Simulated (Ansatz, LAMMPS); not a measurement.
# Gap against volume in Zn15Cd21S36 with crystalline order left by the classical run (72 atoms)

Density of this cell: 4.41 g/cm³. The cell holds 72 atoms: 15 Zn, 21 Cd and 36 S. Cell: a = 12.253 Å, b = 12.242 Å, c = 11.274 Å, α = 90.0°, β = 90.0°, γ = 90.3°. The starting structure: 72 atoms (15 Zn, 21 Cd, 36 S) placed at random at 4.42 g/cm³, melted at 2500 K for 10 ps at fixed volume with the Stillinger-Weber II-VI potential (Zhou et al., Phys. Rev. B 88, 085309 (2013)). Quenched from 2500 K to 500 K at 6 K/ps and fixed volume, held 5 ps.

Calculated with Ansatz 0.2.0: Kohn-Sham DFT, PBE, PAW (set soft_1), plane waves; cutoff 420 eV, Γ point, gaussian smearing of 0.05 eV. The relaxed cell was scaled evenly and the atoms were relaxed at each volume. The gap is that between the highest filled and the lowest empty Kohn-Sham level on the run's k-points.

| volume (Å³/atom) | gap (eV) |
| --- | --- |
| 21.138 | 1.583 |
| 22.078 | 1.460 |
| 22.782 | ? |
| 23.487 | 1.283 |
| 24.192 | 1.197 |
| 24.896 | 1.115 |

Task: Fit a straight line in ln V to the rows given and interpolate to the withheld row.

Worked fit:

A volume deformation potential makes the spacing linear in u = ln(V/V0), with V0 = 23.487 Å³ the relaxed volume; v is the spacing.

| u = ln(V/V0) | v (eV) |
| --- | --- |
| -0.105360 | 1.5826 |
| -0.0618754 | 1.4598 |
| 0 | 1.2827 |
| 0.0295597 | 1.1973 |
| 0.0582692 | 1.1151 |

With n = 5: mean u = -0.0158814, mean v = 1.32750, Σ(u − ū)² = 0.017937, Σ(u − ū)(v − v̄) = -0.051289. Slope b = -0.051289 / 0.017937 = -2.8593; intercept a = v̄ − b ū = 1.2821.

At the withheld volume u = -0.03046, and v = a + b u.

Prediction at 22.782: 1.369 eV. The run gave 1.370 eV, so the fit is low by 9.2e-4 eV (0.067 % of the value).

The slope, -2.86 eV, says that the spacing narrows on expansion. Among the rows given, the largest miss of the fit is at 22.078, by 7.9e-4 eV (0.17 % of the range of the table).

Limits: The table spans 16 % in volume, wide for a linear law. Semilocal functionals tend to put gaps under measured ones. Only the Γ point is sampled. Defect or tail levels can set the spacing of a disordered cell.

[Hosts, paths, dates, database ids (printed as entryN), source tags and the programs' standing remarks are cut or masked in the printed files.]
